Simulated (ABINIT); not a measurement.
# SiO2 (P3_221): G0W0 on several meshes in ABINIT, part 2 of 2

How does the mesh move the gap of SiO2 (P3_221)?

ABINIT 10.8.3; PBE and many-body steps on it, plane waves. Known limits of the many-body steps: not at the basis limit; coarse k mesh.

So far. Step 4 (3×3×2): The gap on the mesh goes from 6.03 eV to 8.50 eV, a correction of +2.47 eV. Step 5 (Empty states on the mesh, 3×3×4 mesh, 136 bands): On this mesh the gap is 6.031 eV.

### Step 7. 3×3×4

This step: G0W0 on PBE, plane waves, norm-conserving pseudopotentials.

File run.abi:

```
acell 3*1.0 Angstrom
rprim 
  4.916359999971 0.000000000007 0.000000000000
  -2.458179999991 4.257692654122 0.000000000000
  0.000000000000 0.000000000000 5.408400000000
ntypat 2
znucl 14 8
natom 9
typat 1 1 1 2 2 2 2 2 2
xred 
  0.469730000000 0.000000000000 0.666666666667
  0.000000000000 0.469730000000 0.333333333333
  0.530270000000 0.530270000000 -0.000000000000
  0.413540000000 0.267580000000 0.785580000000
  0.732420000000 0.145960000000 0.452246666667
  0.854040000000 0.586460000000 0.118913333333
  0.267580000000 0.413540000000 0.214420000000
  0.145960000000 0.732420000000 0.547753333333
  0.586460000000 0.854040000000 0.881086666667
pp_dirpath "pseudos"
pseudos "Si.upf, O.upf"
ecut 36
ngkpt 3 3 4
nshiftk 1
shiftk 0 0 0
kptopt 1
chksymbreak 0
istwfk *1
occopt 1
irdwfk 1
optdriver 4
nband 124
gwcalctyp 0
ecutsigx 36
symsigma 1
nkptgw 3
kptgw 
  0.3333333333 0.3333333333 0.0000000000
  0.0000000000 0.0000000000 0.0000000000
  0.0000000000 0.0000000000 0.5000000000
bdgw 
  22 26
  23 27
  22 26
ecuteps 3.43
irdscr 1
ppmodel 1
indata_prefix "in"
outdata_prefix "out"
tmpdata_prefix "tmp"
```

Started as:

```bash
$ OMP_NUM_THREADS=1 mpirun -n 4 abinit run.abi > log
```

Numbers of over 12 decimals in the logs are rounded to 6 here.

Output:

```text
.Version 10.8.3 of ABINIT. v10.8.2 released Aug 2026.

 Symmetries : space group P3_2 2 1 (#154); Bravais hP (primitive hexag.)
[... echo of the input left out ...]
== DATASET  1 ==================================================================
-   mpi_nproc: 4, omp_nthreads: 1 (-1 if OMP is not activated)

--- !DatasetInfo
iteration_state: {dtset: 1, }
dimensions: {natom: 9, nkpt: 10, mband: 124, nsppol: 1, nspinor: 1, nspden: 1, mpw: 7935, }
cutoff_energies: {ecut:  36.0, pawecutdg:  -1.0, }
electrons: {nelect:   4.80000000E+01, charge:   0.00000000E+00, occopt:   1.00000000E+00, tsmear:   1.00000000E-02, }

 SIGMA: Calculation of the GW corrections

 Based on a program developped by R.W. Godby, V. Olevano, G. Onida, and L. Reining.
 Incorporated in ABINIT by V. Olevano, G.-M. Rignanese, and M. Torrent.
.Using double precision arithmetic ; gwpc =  8

[... cell and pseudopotentials left out ...]
--------------------------------------------------------------------------------

 ==== K-mesh for the wavefunctions ====
 Number of points in the irreducible wedge :    10
[... list of points left out ...]
 Together with  6 symmetry operations and time-reversal symmetry
 yields    36 points in the full Brillouin Zone.

 ==== Q-mesh for screening function ====
 Number of points in the irreducible wedge :    10
[... list of points left out ...]
 Together with  6 symmetry operations and time-reversal symmetry
 yields    36 points in the full Brillouin Zone.

 vcoul_init : cutoff-mode = AUXILIARY_FUNCTION
 q-points for optical limit:   1
     1)      0.000010    0.000020    0.000030
 setmesh: FFT mesh size selected  =    45x   45x   60
          total number of points  =       121500

 Number of electrons calculated from density =   48.0000; Expected =   48.0000
[...]
number of plane-waves for wavefunctions          7935
 number of bands                                   124
 number of q-points in IBZ                          10
 number of frequencies                               2
 number of real frequencies                          1
 number of imag frequencies                          1

 matrix elements of self-energy operator (all in [eV])

 Perturbative Calculation

--- !SelfEnergy_ee
iteration_state: {dtset: 1, }
kpoint     : [   0.333,    0.333,    0.000, ]
spin       : 1
KS_gap     :    8.938
QP_gap     :   11.955
Delta_QP_KS:    3.017
data: !SigmaeeData |
     Band     E0 <VxcDFT>   SigX SigC(E0)      Z dSigC/dE  Sig(E)    E-E0       E
       22  -0.237 -19.751 -25.549   4.228   0.822  -0.217 -21.041  -1.290  -1.527
       23  -0.237 -19.751 -25.549   4.228   0.822  -0.217 -21.041  -1.290  -1.527
       24   0.197 -20.112 -25.791   4.216   0.823  -0.216 -21.315  -1.204  -1.007
[...]
--- !SelfEnergy_ee
iteration_state: {dtset: 1, }
kpoint     : [   0.000,    0.000,    0.000, ]
spin       : 1
KS_gap     :    6.346
QP_gap     :    8.894
Delta_QP_KS:    2.548
data: !SigmaeeData |
     Band     E0 <VxcDFT>   SigX SigC(E0)      Z dSigC/dE  Sig(E)    E-E0       E
[...]
--- !SelfEnergy_ee
iteration_state: {dtset: 1, }
kpoint     : [   0.000,    0.000,    0.500, ]
spin       : 1
KS_gap     :    8.057
QP_gap     :   10.936
Delta_QP_KS:    2.880
data: !SigmaeeData |
     Band     E0 <VxcDFT>   SigX SigC(E0)      Z dSigC/dE  Sig(E)    E-E0       E
[...]
25   8.165 -12.304  -7.456  -2.954   0.865  -0.156 -10.665   1.639   9.804
       26   8.165 -12.304  -7.456  -2.954   0.865  -0.156 -10.665   1.639   9.804

== END DATASET(S) ==============================================================
================================================================================

 -outvars: echo values of variables after computation  --------
           etotal      0.0000000000E+00
            nband         124
             nkpt          10
          spgroup         154
 [... the other variables as echoed above ...]

 Calculation completed.
```

Elapsed: 19 s, on 4 MPI ranks of Arm Neoverse V1, shared host; peak memory 1.2 GiB.

Numbers from this step:

```
G0W0 gap on the points computed              : 8.491 eV
starting gap on the mesh                     : 6.031 eV
k of the valence top                         : 0.3333, 0.3333, 0
k of the conduction bottom                   : 0, 0, 0
Z at the valence top                         : 0.823
Z at the conduction bottom                   : 0.874
least direct G0W0 gap on the computed points : 8.893 eV
```

Against G0W0 in ABINIT (3×3×2 mesh, 124 bands, screening to 93.3 eV, Godby-Needs plasmon pole), the gap moves by −0.012 eV.

### Step 8. Side by side

Times are wall times on 4 MPI ranks of Arm Neoverse V1, shared host, good to a factor of about two. A run's time includes the screening step that it read.

| run | mesh | bands | screening cutoff (eV) | DFT gap (eV) | gap on the mesh (eV) | direct (eV) | ε∞ used | time |
| --- | --- | --- | --- | --- | --- | --- | --- | --- |
| 3×3×2 | 3×3×2 | 124 | 93.3 | 6.031 | 8.503 | 8.905 | 2.35 | 70 s |
| 3×3×4 | 3×3×4 | 124 | 93.3 | 6.031 | 8.491 | 8.893 | 2.35 | 2.6 min |

### Step 9. Outcome

- 3×3×2: 8.503 eV
- 3×3×4: 8.491 eV
- known limits: not at the basis limit; coarse k mesh

What this shows: 3×3×4: −0.012 eV against 3×3×2. Bands and cutoff are finite, so the gap is not at the basis limit. The miss can reach some tenths of an eV and take either sign; the mesh is an error of its own. In the G0W0 runs levels were corrected at 3 k points alone, so a gap called «on the mesh» is the least over those, and an edge elsewhere would be missed. The 3×3×2 mesh is coarse for this cell, which bears on the long-range parts of exchange and screening.

[Paths, hosts, dates, memory and timing lines, banners, echoed tables and standing remarks are left out of the program output.]

[Logs are printed without paths, hosts, clocks, repeated set-up lines and the standing remarks that a program may print on its own settings, such as how far it seeks lower states.]

[Runs of the session that timed out or met a known fault of the program may be left out.]

[Hosts, paths, dates, database ids (printed as entryN), source tags and the programs' standing remarks are cut or masked in the printed files.]

[G0W0 gaps are taken among the corrected bands and points alone; a level outside them can change the order at an edge.]

[Where Ansatz stands beside ABINIT at settings called matched, ABINIT's density can come from a denser mesh and the files from another edition; pairs whose starting gaps differed by over 0.03 eV were left out, so agreement reads better than it is.]
